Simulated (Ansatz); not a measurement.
# What LiTaS3 (model cell, started as cubic perovskite with Ta in the octahedra) distorts into, part 2 of 2

Wanted: the energy along a soft mode of LiTaS3 (model cell, started as cubic perovskite with Ta in the octahedra) and the structure at the end.

Ansatz 0.2.0; DFT PBEsol, scalar-relativistic, plane waves, PAW; PAW set soft_1.

So far, highest frequency on the path or at a solved wavevector (cm⁻¹): step 2 (the dispersion) 516. Also lowest frequency on the path (cm⁻¹): step 2 -177.

The structure was built from a prototype and need not be the compound's stable phase.

### Step 5. Energy along the mode, all amplitudes (two of the runs are shown above)

An imaginary frequency means negative curvature, so the energy should fall and then rise again as anharmonic terms take over.

Numbers from this step:

| Item | Value |
| --- | --- |
| depth at the lowest point sampled | 26.04 meV/atom |
| largest atomic shift at that point | 0.6 Å |

The energy from the parent by largest atomic shift:

```
largest atomic shift (Å)  energy from the parent (meV/atom)
                   0.000                                  0
                   0.040                             -0.134
                   0.080                             -0.536
                   0.140                              -1.63
                   0.220                              -3.99
                   0.320                              -8.27
                   0.450                              -15.7
                   0.600                              -26.0
```

Displacement at unit largest shift by atom:

```
atom   x (Å)   y (Å)   z (Å)   size
 Li1   0.577  -0.577  -0.577  0.999
 Ta2  -0.004   0.004   0.004  0.007
  S3  -0.041   0.041   0.023  0.062
  S4  -0.041   0.023   0.041  0.062
  S5  -0.023   0.041   0.041  0.062
```

The lowest of the steps tried is the last one, at 0.6 Å, 26.0 meV/atom below the parent; the bottom of the well need not coincide with a step.

### Step 6. Relaxing from the distorted cell

Starting from the lowest point found, all atoms and the cell are let go, so that strain and other modes of the same symmetry can join in.

Input file input.yaml:

```yaml
crystal:
  lattice:
    - [4.7703316616, 0.0, 0.0]
    - [0.0, 4.7703316616, 0.0]
    - [0.0, 0.0, 4.7703316616]
  atoms:
    - { symbol: Li, position: [0.0726176262, -0.0726176262, -0.0726176262] }
    - { symbol: Ta, position: [0.4995435658, 0.5004564342, 0.5004564342] }
    - { symbol: S, position: [0.4948557623, 0.5051442377, 0.0028548658] }
    - { symbol: S, position: [0.4948557623, 0.0028548658, 0.5051442377] }
    - { symbol: S, position: [-0.0028548658, 0.5051442377, 0.5051442377] }
kpoints:
  mp_grid: { grid: [8, 8, 8] }
hamiltonian:
  xc: pbesol
  pseudopotentials: { kind: paw, azcp: { folder: soft_1 }, xc_functional: pbe }
scf:
  occupations: { method: methfessel_paxton, width: 0.2 }
output:
  forces: true
  stress: true
  eigenvalues: true
relax:
  adjacent_minimum: "off"
  f_tol: 0.002
  max_steps: 120
  cell: { stress_tol: 0.03 }
```

Launch:

```console
$ ansatz run input.yaml --threads 8 --pin off --max-ram 16384MiB --backend cpu --events-out ev --progress --plain --runs-dir out
```

Numbers of over 12 decimals in the logs are rounded to 6 here.

The log of the run:

```text
[...]
Crystal: 5 atoms, lattice volume = 108.554 Å³
Basis set: ecut = 420 eV, 2103 PW (Γ), exchange–correlation on 64×64×64 points (8 copies of the dense FFT grid, shifted against one another)
Bands: 22, of which v1, the nominal top of the filled ones, is band 17 counted from 1 (16 counted from 0)
Symmetry: 6 space group operations
[...]
k-points: 65 of 512 (time reversal used)
[...]
SCF iter   1: F=—  HF=-12669.430187 eV  |F-HF|=—  |Δ(HF+E_count)|=         —  Δρ=3.03e-2  dr2=1.69e0  ethr=3.10e-3  ⟨swp⟩=6.1  Hψ=7634  notcnv=0
[...]
SCF iter   9: F=-12669.042068 eV  HF=-12669.042068 eV  |F-HF|=1.80e-8  |Δ(HF+E_count)|=   4.37e-7  S|Δr|=    0.00e0  Δρ=3.03e-6  dr2=1.35e-8  ethr=2.94e-10  ⟨swp⟩=10.1  Hψ=7151  notcnv=0
SCF 1 converged in 9 iterations: F = -12669.042068 eV  dr2 = 1.35e-8
[...]
relax step   1: F+E_penalty+E_count = -12669.04206820 eV  Δ(F+E_penalty+E_count) = +0.000e0 eV  max|allowed force component| = 1.976e-1 eV/Å  Δτ_max = 0.0000 Å  P = +0.293 GPa  Ω = 108.554 Å³  (9 SCF iters, dr2 threshold 1.00e-7 eV, accepted)
Crystal: 5 atoms, lattice volume = 109.610 Å³
[...]
SCF iter   6: F=-12669.122859 eV  HF=-12669.122859 eV  |F-HF|=2.37e-8  |Δ(HF+E_count)|=   3.34e-6  S|Δr|=    0.00e0  Δρ=1.01e-5  dr2=2.14e-7  ethr=1.47e-9  ⟨swp⟩=8.4  Hψ=7341  notcnv=0
SCF 2 converged in 6 iterations: F = -12669.122859 eV  dr2 = 2.14e-7
relax step   2: F+E_penalty+E_count = -12669.12285930 eV  Δ(F+E_penalty+E_count) = -8.079e-2 eV  max|allowed force component| = 1.737e-1 eV/Å  Δτ_max = 0.1949 Å  P = -0.258 GPa  Ω = 109.610 Å³  energy of the carried Pulay correction = -1.310e-4 eV  (6 SCF iters, dr2 threshold 5.00e-7 eV, accepted)
Crystal: 5 atoms, lattice volume = 109.075 Å³
[...]
SCF iter   6: F=-12669.162257 eV  HF=-12669.162257 eV  |F-HF|=6.04e-8  |Δ(HF+E_count)|=   3.57e-6  S|Δr|=    0.00e0  Δρ=1.18e-5  dr2=2.88e-7  ethr=1.47e-9  ⟨swp⟩=8.6  Hψ=7472  notcnv=0
SCF 3 converged in 6 iterations: F = -12669.162257 eV  dr2 = 2.88e-7
[...]
relax step   3: F+E_penalty+E_count = -12669.16225666 eV  Δ(F+E_penalty+E_count) = -3.940e-2 eV  max|allowed force component| = 1.972e-1 eV/Å  Δτ_max = 0.1902 Å  P = +0.840 GPa  Ω = 109.075 Å³  energy of the carried Pulay correction = -6.474e-5 eV  (6 SCF iters, dr2 threshold 5.00e-7 eV, accepted)
[...]
relax step   4: F+E_penalty+E_count = -12669.15941215 eV  Δ(F+E_penalty+E_count) = +2.845e-3 eV  max|allowed force component| = 2.359e-1 eV/Å  Δτ_max = 0.0950 Å  P = -0.347 GPa  Ω = 110.779 Å³  energy of the carried Pulay correction = -2.744e-4 eV  (6 SCF iters, dr2 threshold 5.00e-7 eV, rejected (line search))
[...]
relax step   5: F+E_penalty+E_count = -12669.17210925 eV  Δ(F+E_penalty+E_count) = -9.853e-3 eV  max|allowed force component| = 9.234e-3 eV/Å  Δτ_max = 0.0254 Å  P = +0.049 GPa  Ω = 110.011 Å³  energy of the carried Pulay correction = -1.803e-4 eV  (9 SCF iters, accepted)
[...]
relax step   6: F+E_penalty+E_count = -12669.17218800 eV  Δ(F+E_penalty+E_count) = -7.876e-5 eV  max|allowed force component| = 4.120e-3 eV/Å  Δτ_max = 0.0042 Å  P = -0.006 GPa  Ω = 110.077 Å³  energy of the carried Pulay correction = -1.885e-4 eV  (6 SCF iters, dr2 threshold 1.15e-8 eV, accepted)
[...]
relax step   7: F+E_penalty+E_count = -12669.17220434 eV  Δ(F+E_penalty+E_count) = -1.634e-5 eV  max|allowed force component| = 1.307e-3 eV/Å  Δτ_max = 0.0035 Å  P = -0.009 GPa  Ω = 110.072 Å³  energy of the carried Pulay correction = -1.879e-4 eV  (6 SCF iters, dr2 threshold 1.06e-9 eV, accepted)
Basis set: ecut = 420 eV, 2139 PW (Γ), exchange–correlation on 72×72×72 points (8 copies of the dense FFT grid, shifted against one another)
[...]
SCF iter   6: F=-12669.172417 eV  HF=-12669.172417 eV  |F-HF|=0.00e0  |Δ(HF+E_count)|=  1.27e-11  S|Δr|=    0.00e0  Δρ=3.07e-8  dr2=1.99e-12  ethr=1.00e-12  ⟨swp⟩=7.5  Hψ=7290  notcnv=0
SCF 8 converged in 6 iterations: F = -12669.172417 eV  dr2 = 1.99e-12
relax step   8: F+E_penalty+E_count = -12669.17241676 eV  Δ(F+E_penalty+E_count) = -2.124e-4 eV  max|allowed force component| = 1.304e-3 eV/Å  Δτ_max = 0.0000 Å  P = -0.008 GPa  Ω = 110.072 Å³  stress off target by 8.08e-3 GPa  SCF on the basis re-selected at this cell (its energy is not comparable with the rows above)  (6 SCF iters)
basis re-selected at this cell: Δ(F+E_penalty+E_count) = -2.124e-4 eV, ΔP = +0.001 GPa vs the last step (what re-selecting the basis moved, of the pressure what is left beyond the Pulay correction that the steps carried, after the strain that the cell walked since its last selection, with what the two solves' SCF thresholds leave and, on support functions, any second-order correction that the steps lacked; it is no measure of the basis error at this ecutwfc). The dense FFT grid was sized anew with the basis: this SCF ran on 36×36×36 points, the steps before it on 32×32×32, so part of this shift can come from that change (see relax.cell in the input reference). [rest of the remark cut]
SCF converged after 6 iterations
[...]
Free energy (F): -12669.172417 eV
[...]
Internal energy: -12669.176318 eV  (E = F + TS)
E sigma→0 (E₀):  -12669.173392 eV
Entropy (-TS):   0.003901 eV (0.780 meV/atom)
Fermi energy:    5.707611 eV
[...]
--- Forces (eV/Å), atoms counted from 1 ---
  atom   1  Li     0.00035961    -0.00035961    -0.00035961
  atom   2  Ta     0.00029905    -0.00029905    -0.00029905
  atom   3  S      0.00032226    -0.00032226     0.00130385
  atom   4  S      0.00032226     0.00130385    -0.00032226
  atom   5  S     -0.00130385    -0.00032226    -0.00032226
  max |Σ_I F_I| component: 6.72e-7 eV/Å
--- Stress (GPa, compression-positive) ---
       -0.007686       0.000199       0.000199
        0.000199      -0.007686      -0.000199
        0.000199      -0.000199      -0.007686
  P = ⅓ Tr σ = -0.0077 GPa (-0.077 kbar)
--- Band table (eV; the first three rows and the last of 65) ---
  k-point 0: bands = [... 13 lower, 4.6411, 4.9138, 4.9197, 5.0735, 5.0735, 5.0916, 5.0916, 7.6891, ... 1 higher]
  k-point 1: bands = [... 13 lower, 4.3157, 4.4461, 4.7700, 4.8970, 5.0409, 5.7772, 5.9280, 7.6980, ... 1 higher]
  k-point 2: bands = [... 13 lower, 3.6847, 4.0972, 4.7470, 4.8980, 5.0617, 6.7545, 6.9143, 7.7161, ... 1 higher]
  k-point 64: bands = [... 13 lower, 0.9993, 5.7273, 5.7273, 5.9164, 8.5297, 8.5314, 8.5314, 8.9363, ... 1 higher]
--- Relaxed structure (7 steps of the walk, 6 accepted, 1 SCFs on fresh bases) ---
  F+E_penalty+E_count = -12669.17241676 eV   max|allowed force component| = 1.304e-3 eV/Å   (the final SCF, on the basis selected at the relaxed cell)
  cell:  # Å, volume = 110.0721 Å³
    - [4.792927, -0.047151, -0.047151]
    - [-0.047151, 4.792927, 0.047151]
    - [-0.047151, 0.047151, 4.792927]
  atoms:
    - { symbol: Li, position: [0.122608, -0.122608, -0.122608] }
    - { symbol: Ta, position: [0.484750, 0.515250, 0.515250] }
    - { symbol: S, position: [0.483716, 0.516284, 0.015772] }
    - { symbol: S, position: [0.483716, 0.015772, 0.516284] }
    - { symbol: S, position: [-0.015772, 0.516284, 0.516284] }
```

The job ended after 17 s (8 threads of Arm Neoverse V2, shared host; peak memory 0.56 GiB; 2 min of CPU time).

Relaxation path:

```
step  energy less that of the first step (eV)  largest force component (eV/Å)  pressure (GPa)  volume (Å³)
   1                                   0.0000                          0.1976            0.29       108.55
   2                                  -0.0808                          0.1737           -0.26       109.61
   3                                  -0.1202                          0.1972            0.84       109.07
   4                                  -0.1173                          0.2359           -0.35       110.78
   5                                  -0.1300                          0.0092            0.05       110.01
   6                                  -0.1301                          0.0041           -0.01       110.08
   7                                  -0.1301                          0.0013           -0.01       110.07
  8*                                  -0.1303                          0.0013           -0.01       110.07
```

Relaxation steps marked * repeat the geometry before them on a plane-wave basis chosen anew for their cell, so energy and pressure can jump there. Relaxation step 4 was tried and not accepted.

Forces are held to the 6 operations that the run works with; a distortion that breaks them can't arise in this run.

```
conventional cell, symmetrised  before  after  change
                         a (Å)   6.746  6.712  -0.5 %
                         b (Å)   6.746  6.712  -0.5 %
                         c (Å)   8.262  8.465  +2.5 %
              volume (Å³/atom)   21.71  22.01  +1.4 %
```

The atoms that moved most (Å, as changes of fractional coordinates times the final cell):

```
atom      dx      dy      dz  length
 Li1   0.244  -0.244  -0.244   0.423
 Ta2  -0.072   0.072   0.072   0.125
  S3  -0.055   0.055   0.063   0.100
  S4  -0.055   0.063   0.055   0.100
  S5  -0.063   0.055   0.055   0.100
```

Final coordinates:

```cif
data_structure
_symmetry_space_group_name_H-M 'P 1'
_symmetry_Int_Tables_number 1
_cell_length_a 4.7934
_cell_length_b 4.7934
_cell_length_c 4.7934
_cell_angle_alpha 88.867
_cell_angle_beta 91.133
_cell_angle_gamma 91.133
_cell_volume 110.07
loop_
_atom_site_label
_atom_site_type_symbol
_atom_site_fract_x
_atom_site_fract_y
_atom_site_fract_z
_atom_site_occupancy
Li1 Li 0.12261 0.87739 0.87739 1
Ta2 Ta 0.48475 0.51525 0.51525 1
S3 S 0.48372 0.51628 0.01577 1
S4 S 0.48372 0.01577 0.51628 1
S5 S 0.98423 0.51628 0.51628 1
```

Numbers from this step:

```yaml
pressure: -0.007686 GPa
volume_per_atom: 22.01 Å³
```

The distorted start has space group R3m; the relaxation ends in R3m.

### Step 7. The new phase in its own primitive cell

The relaxed structure is symmetrised, reduced to its primitive cell and relaxed tightly, as its phonons need.

input.yaml, the sections that differ from step 6:

```yaml
crystal:
  lattice:
    - [3.355770659, 1.9374550933, 2.8216425398]
    - [-3.355770659, 1.9374550933, 2.8216425398]
    - [0.0, -3.8749101866, 2.8216425398]
  atoms:
    - { symbol: Li, position: [0.1226084862, 0.1226084862, 0.1226084862] }
    - { symbol: Ta, position: [0.4847501438, 0.4847501438, 0.4847501438] }
    - { symbol: S, position: [0.483715777, 0.9842276669, 0.483715777] }
    - { symbol: S, position: [0.9842276669, 0.483715777, 0.483715777] }
    - { symbol: S, position: [0.483715777, 0.483715777, 0.9842276669] }
kpoints:
  mp_grid: { grid: [9, 9, 9] }
relax:
  adjacent_minimum: "off"
  f_tol: 0.001
  max_steps: 60
  cell: { stress_tol: 0.01 }
# hamiltonian, scf, output: as in step 6
```

The log of the run:

```text
[...]
Crystal: 5 atoms, lattice volume = 110.072 Å³
Basis set: ecut = 420 eV, 2139 PW (Γ), exchange–correlation on 72×72×72 points (8 copies of the dense FFT grid, shifted against one another)
Bands: 22, of which v1, the nominal top of the filled ones, is band 17 counted from 1 (16 counted from 0)
Symmetry: 6 space group operations
[...]
k-points: 85 of 729 (time reversal used)
[...]
cell:  # Å, volume = 110.0256 Å³
    - [3.355279, 1.937171, 2.821278]
    - [-3.355279, 1.937171, 2.821278]
    - [0, -3.874343, 2.821278]
  atoms:
    - { symbol: Li, position: [0.122558, 0.122558, 0.122558] }
    - { symbol: Ta, position: [0.484805, 0.484805, 0.484805] }
    - { symbol: S, position: [0.483728, 0.984198, 0.483728] }
    - { symbol: S, position: [0.984198, 0.483728, 0.483728] }
    - { symbol: S, position: [0.483728, 0.483728, 0.984198] }
[key lines of the parts left out:]
SCF converged after 7 iterations
Free energy (F): -12669.168211 eV
Fermi energy:    5.703436 eV
P = ⅓ Tr σ = 0.0016 GPa (0.016 kbar)
```

Wall time 16 s (8 threads); peak memory 0.59 GiB.

Little changed from the start: no atom moved by 0.005 Å and no cell edge by 0.1 %.

This step gave:

```
pressure : 0.001647 GPa
```

The largest force component left is 0.94 meV/Å and the pressure is 0.002 GPa, within the tolerances set. The cell now holds 22.01 Å³/atom.

### Step 8. Modes of the new phase, k-mesh 9×9×9

A relaxed structure may still be a saddle point, so its zone-centre modes are computed. No field response is asked, since the mesh shows no gap.

input.yaml, the sections that differ from step 7:

```yaml
crystal:
  lattice:
    - [3.3552793373, 1.9371714286, 2.8212775086]
    - [-3.3552793373, 1.9371714286, 2.8212775086]
    - [0.0, -3.8743428572, 2.8212775086]
  atoms:
    - { symbol: Li, position: [0.1225583817, 0.1225583817, 0.1225583817] }
    - { symbol: Ta, position: [0.4848046606, 0.4848046606, 0.4848046606] }
    - { symbol: S, position: [0.4837284848, 0.9841978389, 0.4837284848] }
    - { symbol: S, position: [0.9841978389, 0.4837284848, 0.4837284848] }
    - { symbol: S, position: [0.4837284848, 0.4837284848, 0.9841978389] }
output:
  eigenvalues: true
phonons:
  method: dfpt
# kpoints, hamiltonian, scf: as in step 7
# relax: removed
```

The log of the run:

```text
[...]
Crystal: 5 atoms, lattice volume = 110.026 Å³
Basis set: ecut = 420 eV, 2139 PW (Γ), exchange–correlation on 72×72×72 points (8 copies of the dense FFT grid, shifted against one another)
Bands: 22, of which v1, the nominal top of the filled ones, is band 17 counted from 1 (16 counted from 0)
Symmetry: 6 space group operations
k-points: 365 of 729 (irreducible under 1 space group operation, time reversal used)
[...]
SCF iter   1: F=—  HF=-12669.634665 eV  |F-HF|=—  |Δ(HF+E_count)|=         —  Δρ=3.05e-2  dr2=1.79e0  ethr=3.10e-3  ⟨swp⟩=6.2  Hψ=43100  notcnv=0
[...]
SCF iter  13: F=-12669.168211 eV  HF=-12669.168211 eV  |F-HF|=1.27e-11  |Δ(HF+E_count)|=  5.82e-11  S|Δr|=    0.00e0  Δρ=5.16e-8  dr2=7.91e-12  ethr=1.00e-12  ⟨swp⟩=10.8  Hψ=43516  notcnv=0
SCF 1 converged in 13 iterations: F = -12669.168211 eV  dr2 = 7.91e-12
[...]
DFPT response loops at Γ: preconditioner auto → Kerker (q_TF=auto, 2.243 Å⁻¹) (partly filled bands, converged f_vac=0.098); β = 1.00, the filter's whole step (`scf.mixing.beta` (0.50) is not read by the response loops under this deck's `scf.mixing.preconditioner`; to damp them name `kerker` or `kerker_dos`, under which they read `scf.mixing.beta`, and type it under 1.00, their step now; both keys bind the ground state too); Broyden in place of MSR1
SCF converged after 13 iterations
[...]
Free energy (F): -12669.168211 eV
[...]
Internal energy: -12669.164576 eV  (E = F + TS)
E sigma→0 (E₀):  -12669.167303 eV
Entropy (-TS):   -0.003636 eV (-0.727 meV/atom)
Fermi energy:    5.703435 eV
[...]
--- Band table (eV; the first three rows and the last of 365) ---
  k-point 0: bands = [... 13 lower, 4.6406, 4.9225, 4.9323, 5.0767, 5.0767, 5.1088, 5.1088, 7.7094, ... 1 higher]
  k-point 1: bands = [... 13 lower, 4.3484, 4.5377, 4.7840, 4.9026, 5.0563, 5.6860, 5.8327, 7.7166, ... 1 higher]
  k-point 2: bands = [... 13 lower, 3.8351, 4.1424, 4.7508, 4.8983, 5.0743, 6.5496, 6.7088, 7.7325, ... 1 higher]
  k-point 364: bands = [... 13 lower, 3.6172, 3.6883, 4.2558, 4.7561, 5.9579, 7.8924, 8.0628, 8.5042, ... 1 higher]
--- Phonons (Γ-DFPT): 6 representative perturbations + reference, on 365 of 729 k-points (Σ response iterations 20) ---
  k mesh reduced under 1 symmetry operation, with k and −k counted as one. Each operation leaves every solved perturbation unchanged. A smaller set is not used because it would not reduce the number of displacements times k-points to solve
  ASR residual: 1.785e-5 → 0.000e0 eV/Å²; symmetrization residual: 2.395e-6 eV/Å²
  ASR residual per site (eV/Å²): 8.82e-6 1.79e-5 5.64e-6 5.64e-6 7.69e-6
[...]
non-analytic LO–TO correction: not included (Born effective charges unavailable; polar crystals: no LO–TO splitting at Γ)
```

Wall time 78 s (8 threads); peak memory 2.8 GiB; 9.5 min of CPU time.

Numbers from this step:

```yaml
sum_rule_residual_before_enforcement: 1.79e-5 eV/Å²
point_group: 3m
highest_optical_mode_at_the_zone_centre_no_lo_to_term: 364.9 cm⁻¹
lowest_optical_zone_centre_mode: -32.56 cm⁻¹
```

Patterns of degenerate modes are one choice out of their space. Modes at Γ, with each element's share of the kinetic energy (negative means imaginary):

```
mode  frequency (cm⁻¹)  symmetry  Li %  Ta %  S %
   1             -32.6         E    48     5   47
   2             -32.6         E    48     5   47
   3               0.0  acoustic     2    64   34
   4               0.0  acoustic     2    64   34
   5               0.0  acoustic     2    64   34
   6              51.9         E     0    30   70
   7              51.9         E     0    30   70
   8              76.5        A1     3    34   63
   9              88.4        A2     0     0  100
  10             176.2         E    49     0   51
  11             176.2         E    49     0   51
  12             278.2        A1    94     0    6
  13             341.6         E     0     2   98
  14             341.6         E     0     2   98
  15             364.9        A1     1     2   97
```

Displacements in mode 1 (-32.6 cm⁻¹), the largest set to 1:
```
Li1  0.32  1.00  0.00
Ta2 -0.02 -0.06  0.00
S3  -0.11 -0.09 -0.06
S4   0.19  0.00 -0.22
S5  -0.04  0.21  0.28
```

Displacements in mode 15 (364.9 cm⁻¹), the largest set to 1:
```
Li1  0.00  0.00 -0.34
Ta2  0.00  0.00  0.12
S3   0.87 -0.50 -0.19
S4  -0.87 -0.50 -0.19
S5   0.00  1.00 -0.19
```

Before it was imposed, the acoustic sum rule was missed by 1.8e-5 eV/Å². Small misses are needed for a sound result but don't prove that mesh and cutoff are converged. The lowest optical mode is imaginary, 32.6i cm⁻¹, so the energy falls along it.

### Step 9. Summary of results

| Property | Result |
| --- | --- |
| unstable mode of the parent | q = (0, 0, 0), 177i cm⁻¹ |
| depth at the lowest point sampled | 26.0 meV/atom |
| largest atomic shift at that point | 0.6 Å |
| space group reached (within 0.01 Å) | R3m |
| energy gained over the parent (first relaxation, on the mesh of the frozen mode) | 52.1 meV/atom |
| volume per atom, phase reached | 22.0 Å³ |
| lowest optical zone-centre mode, phase reached | -32.6 cm⁻¹ |
| highest optical mode at the zone centre (no LO-TO term), phase reached | 365 cm⁻¹ |

Along this mode the structure falls into R3m, 52.1 meV/atom below the parent. At the parent's cell the well is 26.04 meV/atom deep on the steps tried, with its lowest point at a shift of 0.6 Å. That is the last step tried, so the steps alone don't bracket the bottom of the well. Relaxing atoms and cell changes the gain by +26.07 meV/atom against the lowest step (energies at zero smearing). The new phase still has an imaginary mode at the zone centre of its cell, so it is a saddle point on the way to a lower structure. Of the 6 patterns followed to their end from this parent, this one ends 25.3 meV/atom above the lowest, P4mm. Each path keeps the symmetry of its pattern, so a lower phase may lie along a pattern not tried. With no gap, or one that is small against the smearing, the frequencies hang on the k mesh and the smearing, most of all near Kohn anomalies. Spin-orbit coupling is left out, which can matter for the heavy elements here. The PAW files were made for PBE and serve the other functionals too. A phonon run warned that its eigensolver left some bands unconverged in a pass. The starting cell was built on a prototype and not taken from a measurement, so the phase need not exist.

[Logs are printed without paths, hosts, clocks, repeated set-up lines and the standing remarks that a program may print on its own settings, such as how far it seeks lower states.]

[Hosts, paths, dates, database ids (printed as entryN), source tags and the programs' standing remarks are cut or masked in the printed files.]
